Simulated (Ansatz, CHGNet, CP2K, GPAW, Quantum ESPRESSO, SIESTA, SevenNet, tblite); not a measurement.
# tblite on random packing of 26Ag2S-74GeS2 (mol %) (81 atoms): settings against a plane-wave reference

Wanted: tblite inputs and outputs for random packing of 26Ag2S-74GeS2 (mol %) (81 atoms), checked against a plane-wave reference.

Program: tblite 0.8.0. Level of theory: the method is named at each step. Results are calculated unless marked as measured.

### 1. The structure

The cell holds 81 atoms: 14 Ag, 47 S and 20 Ge. Its edges and angles: a = 12.404 Å, b = 12.404 Å, c = 12.404 Å, α = 90.0°, β = 90.0°, γ = 90.0°. 81 atoms (14 Ag, 47 S, 20 Ge) packed at random in a cube at 3.89 g/cm³ and pushed apart as soft spheres, cations and anions kept from their own kind; a start for melting by ab initio MD, not an equilibrated structure. Then every atom was moved at random, 0.03 Å r.m.s. a Cartesian component.

The yardstick, on the same geometry:

```
method                 : Kohn-Sham DFT, PBE, PAW, plane waves (Ansatz 0.2.0); cutoff 420 eV, Γ point, fermi-dirac smearing of 0.05 eV; PAW set soft_2
r.m.s. force component : 0.7391 eV/Å
longest force          : 3.129 eV/Å
pressure               : -0.6663 GPa
SCF cycles             : 11
time                   : 24 s on 8 threads of Arm Neoverse V1, shared host
CPU time               : 3 min
```

### 2. GFN1-xTB

Method: GFN1-xTB tight binding, diagonalisation.

Contents of run.py:

```python
import numpy as np
from ase.io import read
from tblite.ase import TBLite

atoms = read("structure.xyz")
atoms.calc = TBLite(method="GFN1-xTB", electronic_temperature=580, accuracy=1.0, max_iterations=250, mixer_damping=0.4, verbosity=1)
energy = atoms.get_potential_energy()
forces = atoms.get_forces()
print(f"energy {energy:.6f} eV")
print("forces (eV/A)")
for i, (a, f) in enumerate(zip(atoms, forces)):
    print(f"{i:4d} {a.symbol:2s} {f[0]:10.5f} {f[1]:10.5f} {f[2]:10.5f}")
stress = -atoms.get_stress(voigt=False) * 160.21766
print("stress (GPa, compression positive)")
for row in stress:
    print(" ".join(f"{x:10.4f}" for x in row))
print("charges (e)")
print(np.array2string(atoms.get_charges(), precision=4, suppress_small=True, max_line_width=110, threshold=100000))
```

Contents of structure.xyz:

```xyz
81
Lattice="12.40390 0.00000 0.00000 0.00000 12.40390 0.00000 0.00000 0.00000 12.40390" Properties=species:S:1:pos:R:3 pbc="T T T"
Ag 7.06464 4.38490 2.60321
Ag 2.87857 11.37276 1.25862
Ag 9.14651 11.54220 1.43141
Ag 8.28060 8.89980 3.06711
Ag 11.39509 9.78643 8.51292
Ag 12.19787 11.45463 12.36830
Ag 5.00324 11.04208 5.68446
Ag 10.73620 8.59764 12.10348
Ag 5.27910 9.91952 8.77030
Ag 5.42162 1.89680 8.52967
Ag 0.81221 1.61586 2.30440
Ag 9.41009 12.00301 4.86295
Ag 3.46056 0.92732 4.10172
Ag 1.70206 9.24537 5.67702
S 11.16500 0.55309 1.61871
S 0.64910 7.94036 2.78592
S 10.65619 2.25974 10.01255
S 0.32535 11.81397 8.25393
S 3.73854 5.02978 6.46578
S 10.21089 6.15246 2.39854
S 7.42746 5.37089 0.41193
S 1.88266 9.34783 0.20132
S 7.21535 0.26085 0.51737
S 0.26408 4.46516 8.91568
S 4.23705 3.31494 3.96255
S 10.02545 10.15954 6.52768
S 6.96665 0.27214 9.66351
S 9.23173 4.32896 4.87076
S 1.62255 0.75453 0.11635
S 4.99766 4.99579 9.57817
S 9.92808 11.51702 9.72478
S 6.14340 2.74498 6.43651
S 10.24835 7.37970 9.23371
S 10.99841 1.88142 6.81334
S 5.79076 8.84187 4.94717
S 2.40983 2.12652 6.50659
S 11.35131 6.17565 6.52458
S 5.31408 3.20318 12.17492
S 10.51355 9.90935 2.69884
S 3.84856 8.36147 7.56514
S 1.41367 8.89062 9.47385
S 2.75317 2.51824 9.72218
S 0.12702 3.77240 4.73965
S 6.18483 9.51181 11.00747
S 7.70505 12.31993 6.60198
S 8.58734 1.96763 2.88664
S 6.33678 11.81782 3.74647
S 8.02991 3.92583 9.40786
S 8.46343 8.51118 0.60779
S 5.32251 9.24190 1.75900
S 7.27439 7.69798 7.91902
S 8.96331 7.54294 4.99232
S 1.82722 4.93998 11.65458
S 11.03029 4.69215 12.01777
S 6.33976 5.57803 4.67515
S 3.46205 11.65123 7.53686
[... 21 atom lines left out ...]
Ge 7.40674 2.49790 0.07703
Ge 3.94531 8.28432 3.51402
Ge 12.39187 6.84460 9.30950
Ge 8.03822 5.80775 6.55360
```

On the command line:

```console
$ OMP_NUM_THREADS=1 python run.py > output.txt
```

The log of the run:

```text
------------------------------------------------------------
  cycle        total energy    energy error   density error
------------------------------------------------------------
      1     -245.5847831307  -2.4523873E+02   7.8955803E-01
      2     -53.62118576080   1.9196360E+02   1.3413690E+00
      3     -88.21472608462  -3.4593540E+01   1.2020090E+00
      4     -233.6107705028  -1.4539604E+02   5.5638569E-01
      5     -253.9678028236  -2.0357032E+01   4.3985229E-01
      6     -251.8599246778   2.1078781E+00   4.0928860E-01
      7     -253.0645976602  -1.2046730E+00   3.7198406E-01
      8     -252.2392653444   8.2533232E-01   3.9764661E-01
      9     -244.3177983851   7.9214670E+00   4.3307062E-01
     10     -254.5800039496  -1.0262206E+01   2.9486647E-01
     11     -255.2431413821  -6.6313743E-01   3.1271627E-01
     12     -259.0376482723  -3.7945069E+00   2.1757212E-01
     13     -260.2972964710  -1.2596482E+00   1.6533699E-01
     14     -260.6825411988  -3.8524473E-01   1.4174680E-01
     15     -260.7501489632  -6.7607764E-02   1.3373072E-01
     16     -261.5884620887  -8.3831313E-01   7.9543760E-02
     17     -261.6208550128  -3.2392924E-02   6.4152720E-02
     18     -261.7489234306  -1.2806842E-01   5.3819001E-02
     19     -261.8397776658  -9.0854235E-02   3.7472636E-02
     20     -261.8836509483  -4.3873282E-02   2.4958922E-02
     21     -261.8296468865   5.4004062E-02   3.6668331E-02
     22     -261.8773153866  -4.7668500E-02   2.4685719E-02
     23     -261.8685265945   8.7887921E-03   2.7026789E-02
     24     -261.9082268947  -3.9700300E-02   1.4029578E-02
[...]
33     -261.9194388887  -1.7318308E-07   2.0117155E-04
     34     -261.9194408527  -1.9640524E-06   1.2918368E-04
     35     -261.9194405928   2.5988027E-07   1.2587055E-04
     36     -261.9194410185  -4.2564756E-07   1.1390233E-04
     37     -261.9194416027  -5.8422603E-07   4.4775495E-05
     38     -261.9194416769  -7.4161164E-08   2.5837637E-05
     39     -261.9194416887  -1.1873851E-08   2.3642274E-05
     40     -261.9194417065  -1.7790455E-08   1.7543459E-05
------------------------------------------------------------
 total:                                  12.092 sec
energy -7127.191036 eV
forces (eV/A)
   0 Ag    0.12555    0.18591    0.34879
   1 Ag    0.05840   -0.43094   -0.11299
   2 Ag   -0.47643   -0.43888    0.17262
   3 Ag   -0.83521    0.13639   -0.48908
   4 Ag    0.98748    0.40403    0.74440
   5 Ag   -0.10747   -1.02732   -0.45014
   6 Ag    0.06921    0.54876   -0.39721
   7 Ag   -0.14181    0.18942    0.12197
   8 Ag   -0.02296    0.38542   -0.58830
   9 Ag   -0.48018    0.23257    0.72874
  10 Ag    0.78571    0.40869    1.07520
  11 Ag    0.24238    0.14007   -0.74168
  12 Ag   -0.70253    1.01573    1.15652
  13 Ag    0.18871    0.70163    0.12435
  14 S    -0.41577    0.36222    0.11717
  15 S    -0.18691   -0.68772    0.69804
  16 S    -0.34551    0.79761   -0.54116
  17 S     0.88733   -0.17383    1.07455
  18 S    -0.48123   -0.87423    0.55084
  19 S     2.12105   -1.25940   -0.03608
  20 S    -0.00116   -0.81138    0.43139
  21 S    -0.12325    0.93783    0.27886
  22 S     0.30771    0.37830   -0.80557
  23 S    -0.32693    2.32035    0.42108
[...]
73 Ge   -1.84100   -0.89736    1.38117
  74 Ge   -1.59231    0.84701   -1.82595
  75 Ge    1.37656    1.09674    0.45559
  76 Ge    0.22762    0.79583    1.56167
  77 Ge   -0.12661    0.09818    0.14252
  78 Ge    2.07616    1.14636   -1.52587
  79 Ge    1.34710    0.01821   -0.89403
  80 Ge   -0.22948    0.33158   -2.29430
stress (GPa, compression positive)
   -5.7475    -0.1131    -0.6905
   -0.1131    -7.7192     0.5981
   -0.6905     0.5981    -5.8069
charges (e)
[ 0.2195  0.2649  0.1877  0.2522  0.2395  0.1822  0.2176  0.1993  0.1853  0.2589  0.1871  0.2242  0.2223
  0.2114 -0.2636 -0.2871 -0.1543 -0.1627 -0.0316 -0.175  -0.2365 -0.2102 -0.1705 -0.088  -0.2626 -0.1923
 -0.2617 -0.1955 -0.2021 -0.2164 -0.1795 -0.1714 -0.1513 -0.157  -0.1976 -0.1686 -0.2403 -0.0989 -0.2068
 -0.2528 -0.2441 -0.1677 -0.1451 -0.1297 -0.1713 -0.154  -0.2569 -0.152  -0.2426 -0.2417 -0.1516 -0.1704
 -0.25   -0.1583 -0.2156 -0.2057 -0.2224 -0.2028 -0.0792 -0.0763 -0.1895  0.2912  0.2781  0.2209  0.3392
  0.3654  0.3388  0.3245  0.2659  0.2941  0.3556  0.2719  0.1861  0.3221  0.2029  0.3236  0.234   0.289
  0.1471  0.3121  0.3466]
```

Wall time 13 s (1 thread of Arm Neoverse V1, shared host); peak memory 0.16 GiB.

Banners, paths, timers and routine set-up lines are dropped from the logs unmarked, and long logs keep their key lines alone; longer cuts are marked.

Numbers from this run, and their distance from the reference:

```
r.m.s. force component                  : 0.9076 eV/Å
r.m.s. difference of force components   : 696.5 meV/Å
longest difference of force vectors     : 2889 meV/Å
force difference over r.m.s. force      : 94.24 %
slope of forces against the reference's : 0.8099
correlation of force components         : 0.6595
pressure                                : -6.425 GPa
pressure difference                     : -5.758 GPa
```

Length of the force difference by element (eV/Å):

```tsv
element	atoms	mean	most
Ag	14	0.38	0.69
Ge	20	1.2	2.9
S	47	1.2	2.2
```

A closer look about S19, whose charge lies farthest from its element's mean: 9 atoms, nearest first, numbered in the order of the input, with positions taken from that point.

```tsv
atom	x	y	z	distance (Å)	bonds	Mulliken charge (e)	Fx	Fy	Fz (eV/Å)
S19	0.00	0.00	0.00	0.00	3	-0.03	-0.48	-0.87	0.55
Ge72	-0.83	1.03	-1.70	2.15	2	0.27	-0.48	0.36	-1.41
Ge76	1.42	1.69	0.33	2.23	3	0.32	1.38	1.10	0.46
Ge67	-1.48	0.81	1.56	2.30	2	0.34	0.39	-0.73	1.48
S25	0.50	-1.71	-2.50	3.07	1	-0.26	0.12	-0.35	-0.24
S36	-1.33	-2.90	0.04	3.19	1	-0.17	0.76	-0.62	-0.70
S55	2.60	0.55	-1.79	3.21	2	-0.22	0.27	0.94	1.64
S32	2.40	-2.28	-0.03	3.32	2	-0.17	1.30	-0.62	-1.81
S30	1.26	-0.03	3.11	3.36	0	-0.22	-0.31	0.03	-1.19
```

Atoms are counted from 1 here, from 0 in the log.

Forces lie 94 % from the reference's, at 0.071 times its CPU time (on 1 against 8 cores).

Further runs of this program without a result: tblite GFN2-xTB (not converged).

### 3. Results

```
force difference from the reference : tblite GFN1-xTB, 94 %
its CPU time                        : 13 s
```

**Reading.** Tight binding differs by 94 % (tblite GFN1-xTB); it is another model, with fitted parameters of its own, and the xTB methods hold dispersion. One electronic-structure run takes under half the reference's CPU time: tblite GFN1-xTB, at 94 % in 13 s against 3 min, too far off to be of use; its pressure misses by -5.8 GPa. Periodic xTB results under one method name differ between programs and library versions. The electronic-structure runs sample only Γ, in a cell whose shortest periodic width is 12 Å, which is coarse for a cell with partly filled levels.

[Also dropped from logs without a mark: logging warnings of Python, and SIESTA's first energy breakdown and zero terms.]

[Logs are printed without paths, hosts, clocks, repeated set-up lines and the standing remarks that a program may print on its own settings, such as how far it seeks lower states.]

[Hosts, paths, dates, database ids (printed as entryN), source tags and the programs' standing remarks are cut or masked in the printed files.]
